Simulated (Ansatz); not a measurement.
**LaGaO3 (Pnma): band gap by G0W0 on LDA**

Aim: the quasiparticle gap of LaGaO3 (Pnma), starting from LDA.

Method: LDA, then G0W0 on it, plane waves, PAW, in Ansatz 0.2.0.

Report form: the programs' logs are mostly left out.

In doubt: masses and optical values from hybrid runs of this build are listed as unsure (in some of the runs), which bears on the screening that GW takes from such a start.

**1. Starting point**

The structure is orthorhombic, space group Pnma (No. 62). Conventional cell: a = 5.486 Å, b = 7.764 Å, c = 5.514 Å, α = 90.00°, β = 90.00°, γ = 90.00°. Nearest to La lie 9 O at 2.40 to 2.95 Å. Nearest to Ga lie 6 O at 1.96 to 1.99 Å. Nearest to O lie 2 Ga at 1.98 Å and 3 La at 2.40 to 2.95 Å. Nearest to O lie 2 Ga at 1.96 to 1.99 Å and 3 La at 2.43 to 2.78 Å. Farther neighbours and most contacts between anions are not listed.

The cell and positions come from the Crystallography Open Database and are kept as given unless a step says otherwise. Spin-orbit coupling is left out unless a step names it. The default PAW set here is soft_2. Its files were made with PBE.

**2. Bands along the symmetry lines**

Levels along a band path and on the mesh show where this functional puts the band edges.

This step: DFT, LDA, plane waves, PAW.

File input.yaml:

```yaml
crystal:
  lattice:
    - [5.48589, 0.0, 0.0]
    - [0.0, 7.76421, 0.0]
    - [0.0, 0.0, 5.51395]
  atoms:
    - { symbol: La, position: [0.98, 0.25, 0.005] }
    - { symbol: La, position: [0.02, 0.75, 0.995] }
    - { symbol: La, position: [0.52, 0.75, 0.505] }
    - { symbol: La, position: [0.48, 0.25, 0.495] }
    - { symbol: Ga, position: [0.0, 0.0, 0.5] }
    - { symbol: Ga, position: [0.0, 0.5, 0.5] }
    - { symbol: Ga, position: [0.5, 0.0, 0.0] }
    - { symbol: Ga, position: [0.5, 0.5, 0.0] }
    - { symbol: O, position: [0.513, 0.25, 0.929] }
    - { symbol: O, position: [0.487, 0.75, 0.071] }
    - { symbol: O, position: [0.987, 0.75, 0.429] }
    - { symbol: O, position: [0.013, 0.25, 0.571] }
    - { symbol: O, position: [0.723, 0.0367, 0.281] }
    - { symbol: O, position: [0.277, 0.5367, 0.719] }
    - { symbol: O, position: [0.777, 0.9633, 0.781] }
    - { symbol: O, position: [0.223, 0.4633, 0.219] }
    - { symbol: O, position: [0.277, 0.9633, 0.719] }
    - { symbol: O, position: [0.723, 0.4633, 0.281] }
    - { symbol: O, position: [0.223, 0.0367, 0.219] }
    - { symbol: O, position: [0.777, 0.5367, 0.781] }
kpoints:
  mp_grid: { grid: [4, 4, 4] }
  band_path:
    path:
      - [[0.0, 0.0, 0.0], [0.5, 0.0, 0.0], [0.5, 0.5, 0.0], [0.0, 0.5, 0.0], [0.0, 0.0, 0.0], [0.0, 0.0, 0.5], [0.5, 0.0, 0.5], [0.5, 0.5, 0.5], [0.0, 0.5, 0.5], [0.0, 0.0, 0.5]]
      - [[0.5, 0.0, 0.0], [0.5, 0.0, 0.5]]
      - [[0.0, 0.5, 0.0], [0.0, 0.5, 0.5]]
      - [[0.5, 0.5, 0.0], [0.5, 0.5, 0.5]]
    npoints: 10
hamiltonian:
  xc: lda
scf:
  occupations: { method: fermi_dirac, width: 0.02 }
  n_extra_bands: 10
output:
  eigenvalues: true
```

Launch:

```
$ ansatz run input.yaml --threads 16 --pin off --max-ram 92160MiB --backend cuda --events-out ev --progress --plain --runs-dir out --devices 1 --max-vram 157GiB
```

Run time: 2.8 s. Hardware: 1 × NVIDIA GB200 with 16 threads of Arm Neoverse V2, shared host; peak memory 1.2 GiB.

This step gave:

| Quantity | Value |
| --- | --- |
| filled bands | 84 |
| gap | 3.653 eV |
| valence top at | U |
| conduction bottom at | Γ |
| least direct gap | 3.775 eV |

Over mesh and path the gap is 3.653 eV, from k = (0.500, 0.000, 0.500) to k = Γ. The least direct gap found is 3.775 eV, at k = Γ.

The electronic bands at the labelled points (eV, zero at the top of the highest nominally filled band):

```
    point  band 81  band 82  band 83  band 84  band 85  band 86  band 87  band 88
        Γ    -0.24    -0.20    -0.13    -0.12     3.65     4.54     4.61     4.70
  halfway    -0.40    -0.31    -0.30    -0.19     4.28     4.62     4.67     4.76
        X    -0.52    -0.52    -0.16    -0.16     4.71     4.71     4.74     4.74
  halfway    -0.43    -0.43    -0.21    -0.21     4.72     4.72     4.75     4.75
        S    -0.32    -0.32    -0.32    -0.32     4.74     4.74     4.74     4.74
  halfway    -0.41    -0.41    -0.25    -0.25     4.70     4.70     4.74     4.74
        Y    -0.33    -0.33    -0.16    -0.16     4.58     4.58     4.71     4.71
  halfway    -0.30    -0.24    -0.23    -0.10     3.93     4.57     4.63     4.71
        Γ    -0.24    -0.20    -0.13    -0.12     3.65     4.54     4.61     4.70
  halfway    -0.32    -0.24    -0.17    -0.11     4.15     4.58     4.66     4.71
        Z    -0.42    -0.42    -0.06    -0.06     4.68     4.68     4.77     4.77
  halfway    -0.38    -0.38    -0.14    -0.14     4.71     4.71     4.76     4.76
        U    -0.30    -0.30     0.00     0.00     4.74     4.74     4.75     4.75
  halfway    -0.41    -0.41    -0.07    -0.07     4.74     4.74     4.76     4.76
        R    -0.28    -0.28    -0.28    -0.28     4.76     4.76     4.76     4.76
  halfway    -0.28    -0.28    -0.16    -0.16     4.73     4.73     4.75     4.75
        T    -0.22    -0.22    -0.05    -0.05     4.71     4.71     4.72     4.72
  halfway    -0.23    -0.23    -0.08    -0.08     4.69     4.69     4.75     4.75
        Z    -0.42    -0.42    -0.06    -0.06     4.68     4.68     4.77     4.77
jump to X    -0.52    -0.52    -0.16    -0.16     4.71     4.71     4.74     4.74
  halfway    -0.42    -0.42    -0.16    -0.16     4.74     4.74     4.75     4.75
        U    -0.30    -0.30     0.00     0.00     4.74     4.74     4.75     4.75
jump to Y    -0.33    -0.33    -0.16    -0.16     4.58     4.58     4.71     4.71
  halfway    -0.23    -0.23    -0.11    -0.11     4.70     4.70     4.73     4.73
        T    -0.22    -0.22    -0.05    -0.05     4.71     4.71     4.72     4.72
jump to S    -0.32    -0.32    -0.32    -0.32     4.74     4.74     4.74     4.74
```

**3. The quasiparticle correction**

G0W0 replaces the xc potential by a self-energy built once from the orbitals of the start. Levels are corrected in the window of bands that the input names, at points of the mesh.

This step: G0W0 on LDA, plane waves, PAW.

Changes to input.yaml since step 2:

```diff
@@ -27,16 +27,13 @@
 kpoints:
-  mp_grid: { grid: [4, 4, 4] }
-  band_path:
-    path:
-      - [[0.0, 0.0, 0.0], [0.5, 0.0, 0.0], [0.5, 0.5, 0.0], [0.0, 0.5, 0.0], [0.0, 0.0, 0.0], [0.0, 0.0, 0.5], [0.5, 0.0, 0.5], [0.5, 0.5, 0.5], [0.0, 0.5, 0.5], [0.0, 0.0, 0.5]]
-      - [[0.5, 0.0, 0.0], [0.5, 0.0, 0.5]]
-      - [[0.0, 0.5, 0.0], [0.0, 0.5, 0.5]]
-      - [[0.5, 0.5, 0.0], [0.5, 0.5, 0.5]]
-    npoints: 10
+  mp_grid: { grid: [4, 2, 4] }
 hamiltonian:
   xc: lda
+  pseudopotentials: { kind: paw, source: ansatz }
 scf:
-  occupations: { method: fermi_dirac, width: 0.02 }
-  n_extra_bands: 10
-output:
-  eigenvalues: true
+  occupations: { method: fixed }
+gw:
+  n_empty_bands: 2910
+  ecut_chi: 310.0
+  qp_bands: [v4, c4]
+  qp_kpoints: band_edges
+  screening: { model: contour_deformation }
```

The job ended after 8.1 min (1 × NVIDIA GB200 with 16 threads; peak memory 39 GiB; 22 min of CPU time).

This step gave:

* bands summed: 3010
* RPA ε∞ on this mesh (eigenvalues): 4.872, 4.879, 5.001
* plane waves in the screening matrix: 2903
* q-points in the mesh: 32
* G0W0 gap over the corrected points: 5.484 eV
* k of the valence top: -0.5, 0, -0.5
* k of the conduction bottom: 0, 0, 0
* starting gap on the mesh: 3.651 eV
* Z at the valence top: 0.7561
* Z at the conduction bottom: 0.8133
* least direct G0W0 gap over the corrected points: 5.580 eV

Over all 18 irreducible mesh points the G0W0 gap is 5.484 eV, from k = (-0.500, 0.000, -0.500) to k = Γ. The LDA gap of this run on the mesh is 3.651 eV. The two states that bound the G0W0 gap lie that far apart at the start, so the correction of the gap is 5.484 − 3.651 = +1.833 eV. The start of this run differs from the step before in mesh (4×4×4 and 4×2×4), files (soft_2 PAW and hard PAW) and plane-wave cutoff (420 eV and 1020 eV). The program marks 65 of the 144 corrected levels as in doubt (energies apart), neither edge state among them.

Labels follow the order of the start: v1 is the top filled band, c1 the lowest empty one; levels that stay degenerate share a row, the window can cut a multiplet, doubted levels are not marked in this list, bands outside the window were not corrected, and the list may be a part of the corrected levels. The levels before and after the correction (eV, zero at the valence-band top of each column):

```
           conduction bottom  valence top
Kohn-Sham               3.65         0.00
     G0W0               5.48         0.00
```

```
                         level  occupation  energy (eV)
Kohn-Sham                 Γ v3           2       -0.203
Kohn-Sham                 Γ v2           2       -0.130
Kohn-Sham                 Γ v1           2       -0.123
Kohn-Sham                 Γ c1           0        3.651
Kohn-Sham                 Γ c2           0        4.545
Kohn-Sham                 Γ c3           0        4.624
Kohn-Sham     (-0.5 0 -0.5) v3           2       -0.305
Kohn-Sham  (-0.5 0 -0.5) v2-v1           2        0.000
Kohn-Sham  (-0.5 0 -0.5) c1-c2           0        4.768
Kohn-Sham     (-0.5 0 -0.5) c3           0        4.784
     G0W0                 Γ v3           2       -0.184
     G0W0                 Γ v2           2       -0.111
     G0W0                 Γ v1           2       -0.097
     G0W0                 Γ c1           0        5.484
     G0W0                 Γ c2           0        6.885
     G0W0                 Γ c3           0        8.202
     G0W0     (-0.5 0 -0.5) v3           2       -0.310
     G0W0  (-0.5 0 -0.5) v2-v1           2        0.000
     G0W0  (-0.5 0 -0.5) c1-c2           0        9.348
     G0W0     (-0.5 0 -0.5) c3           0        9.348
```

The parts of the quasiparticle energy for the two states that bound the G0W0 gap, in eV on the run's own scale (QP = start + Σx + Σc − Vxc, with Σc at the quasiparticle energy):

```
             edge                        k  band   start       Σx      Σc      Vxc      Z      QP
      valence top  (-0.500, 0.000, -0.500)    99  11.466  −26.215   4.033  −21.259  0.756  10.543
conduction bottom                        Γ   101  15.116  −14.271  −4.156  −19.337  0.813  16.027
```

**4. Spin-orbit coupling in LDA**

This run has two-component orbitals with spin-orbit coupling.

This step: DFT, LDA with spin-orbit coupling, plane waves, PAW.

Changes to input.yaml since step 3:

```diff
@@ -27,13 +27,23 @@
 kpoints:
-  mp_grid: { grid: [4, 2, 4] }
+  mp_grid: { grid: [4, 4, 4] }
+  band_path:
+    path:
+      - [0.0, 0.0, 0.0]
+      - [0.5, 0.0, 0.0]
+      - [0.5, 0.5, 0.0]
+      - [0.0, 0.5, 0.0]
+      - [0.0, 0.0, 0.5]
+      - [0.5, 0.0, 0.5]
+      - [0.5, 0.5, 0.5]
+      - [0.0, 0.5, 0.5]
+    npoints: 1
 hamiltonian:
   xc: lda
-  pseudopotentials: { kind: paw, source: ansatz }
 scf:
   occupations: { method: fixed }
-gw:
-  n_empty_bands: 2910
-  ecut_chi: 310.0
-  qp_bands: [v4, c4]
-  qp_kpoints: band_edges
-  screening: { model: contour_deformation }
+  n_extra_bands: 20
+magnetization:
+  noncollinear: true
+  spin_orbit: true
+output:
+  eigenvalues: true
```

Wall time 3.1 s (1 × NVIDIA GB200 with 16 threads); peak memory 1.8 GiB.

This step gave:

| Property | Result |
| --- | --- |
| gap | 3.652 eV |
| valence top at | U |
| conduction bottom at | Γ |
| least direct gap | 3.758 eV |

Over mesh and listed points the gap is 3.652 eV, from k = (0.500, 0.000, 0.500) to k = Γ. The least direct gap found is 3.758 eV, at k = Γ. LDA+SOC against LDA: 3.652 − 3.653 = −0.001 eV, with the same mesh, set of files (read in its fully relativistic form for the spin-orbit run) and cutoff, and both edges at the same k points. The spin-orbit run sees mesh and listed points alone, so its gap is an upper bound: the coupling can move an edge off these points, and the change over the zone, its sign included where it is small, is not known.

**5. The runs together**

Each gap is the least one over the points named; times are wall times on shared hosts, not benchmarks. A G0W0 time includes the run's own self-consistent start. Runs with listed points see these and the mesh alone, so an edge that moves elsewhere is missed. Rows marked * are further runs, not shown as steps, whose inputs differ from the G0W0 step on the same start in the columns given; solver thresholds can differ too. Symmetry makes (0.500, 0.000, 0.500) and (-0.500, 0.000, -0.500) one point.

```
    level   mesh       files, cutoff  bands summed, screening                          points  gap (eV)              valence top  conduction bottom  least direct gap (eV)     time
      LDA  4×4×4  soft_2 PAW, 420 eV                        -                   mesh and path     3.653    (0.500, 0.000, 0.500)                  Γ                  3.775    2.8 s
  LDA+SOC  4×4×4  soft_2 PAW, 420 eV                        -          mesh and listed points     3.652    (0.500, 0.000, 0.500)                  Γ                  3.758    3.1 s
G0W0@LDA*  4×2×4   hard PAW, 1020 eV              801, 120 eV  all 18 irreducible mesh points     5.394  (-0.500, 0.000, -0.500)                  Γ                  5.491     68 s
G0W0@LDA*  4×2×4   hard PAW, 1020 eV             1608, 200 eV  all 18 irreducible mesh points     5.446  (-0.500, 0.000, -0.500)                  Γ                  5.542  2.8 min
 G0W0@LDA  4×2×4   hard PAW, 1020 eV             3010, 310 eV  all 18 irreducible mesh points     5.484  (-0.500, 0.000, -0.500)                  Γ                  5.580  8.1 min
G0W0@LDA*  4×4×4   hard PAW, 1020 eV              801, 120 eV  all 27 irreducible mesh points     5.394  (-0.500, 0.000, -0.500)                  Γ                  5.492  2.7 min
```

**6. Results**

| Quantity | Value |
| --- | --- |
| LDA gap over mesh and path | 3.653 eV, from k = (0.500, 0.000, 0.500) to k = Γ |
| G0W0@LDA gap over all 18 irreducible mesh points | 5.484 eV, from k = (-0.500, 0.000, -0.500) to k = Γ |
| LDA+SOC gap over mesh and listed points | 3.652 eV |
| GW settings | 4×2×4 mesh, 2910 empty bands, screening to 310 eV, hard PAW files |
| known limits | finite bands, screening cutoff and k mesh; no spin-orbit coupling in G0W0; d shells not analysed |

What this shows: Over all 18 irreducible mesh points the G0W0 gap is 5.484 eV, from k = (-0.500, 0.000, -0.500) to k = Γ. The LDA gap of this run on the mesh is 3.651 eV. The two states that bound the G0W0 gap lie that far apart at the start, so the correction of the gap is 5.484 − 3.651 = +1.833 eV. The valence state moves by 10.543 − 11.466 = −0.923 eV and the conduction state by 16.027 − 15.116 = +0.911 eV, on the run's own scale; with 801 bands the edge states move by −0.422 and +1.321 eV, so the split between the edges depends on the bands and cutoff. Both edges that LDA shows over mesh and path lie at k points where levels were corrected. Levels at other points were not corrected, so a lower G0W0 gap elsewhere in the zone is not ruled out. From 801 bands and 120 eV to 3010 bands and 310 eV the gap moves by 5.484 − 5.394 = +0.090 eV (rung by rung 5.394, 5.446, 5.484 eV); bands and screening cutoff rise together, so their parts are not told apart. A line in one over the bands through the two highest rungs gives 5.484 + (5.484 − 5.446) × 1608 / (3010 − 1608) = 5.528 eV, and through the pair below 5.446 + (5.446 − 5.394) × 801 / (1608 − 801) = 5.498 eV. From the gaps as printed the two differ by 0.030 eV, at the edge of the 0.030 eV asked, so no limit is taken and it is not known. With the 4×4×4 mesh in place of the 4×2×4 mesh and all else as in the G0W0@LDA row with 801 bands, the gap differs by 5.394 − 5.394 = +0.000 eV, and that of the start by 3.651 − 3.651 = +0.000 eV. G0W0 on other starts in this series, not shown as steps and not all at these settings: 6.331 eV on HSE06 (4×2×4, hard PAW, 1608 bands, 200 eV). LDA+SOC against LDA: 3.652 − 3.653 = −0.001 eV, with the same mesh, set of files (read in its fully relativistic form for the spin-orbit run) and cutoff, and both edges at the same k points. The spin-orbit run sees mesh and listed points alone, so its gap is an upper bound: the coupling can move an edge off these points, and the change over the zone, its sign included where it is small, is not known. What spin-orbit coupling does to the G0W0 levels was not computed, so no sum with the G0W0 gap is formed. For the G0W0 step: the program marks 65 of the 144 corrected levels as in doubt (energies apart), neither edge state among them. The G0W0 runs are scalar-relativistic. One-shot GW is known to converge slowly in bands for compounds with shallow d shells. The cell holds Ga; the filling of the d shell and its place against the gap were not analysed here. The cell holds La; where the f levels lie against the gap was not analysed here. G0W0 is shown with one set of atomic data (hard PAW), so the error from the files is not known here.

[Paths, hosts, dates, memory and timing lines, banners, echoed tables and standing remarks are left out of the program output.]

[Logs are printed without paths, hosts, clocks, repeated set-up lines and the standing remarks that a program may print on its own settings, such as how far it seeks lower states.]

[Runs of the session that timed out or met a known fault of the program may be left out.]

[Cells called generated may have been cut or substituted from an entry of the Crystallography Open Database or the Materials Project.]

[Hosts, paths, dates, database ids (printed as entryN), source tags and the programs' standing remarks are cut or masked in the printed files.]

[Where an RPA ε∞ is given, it is that of the G0W0 mesh and is not shown converged in it. Names of k-points follow the symmetry that the program found, which can be lower than the space group named. Band edges on a path are those of the sampled points; other points can move an edge, and change direct to indirect where valleys lie close.]

[Hybrid gaps are those of their k-mesh and are not shown converged in it.]
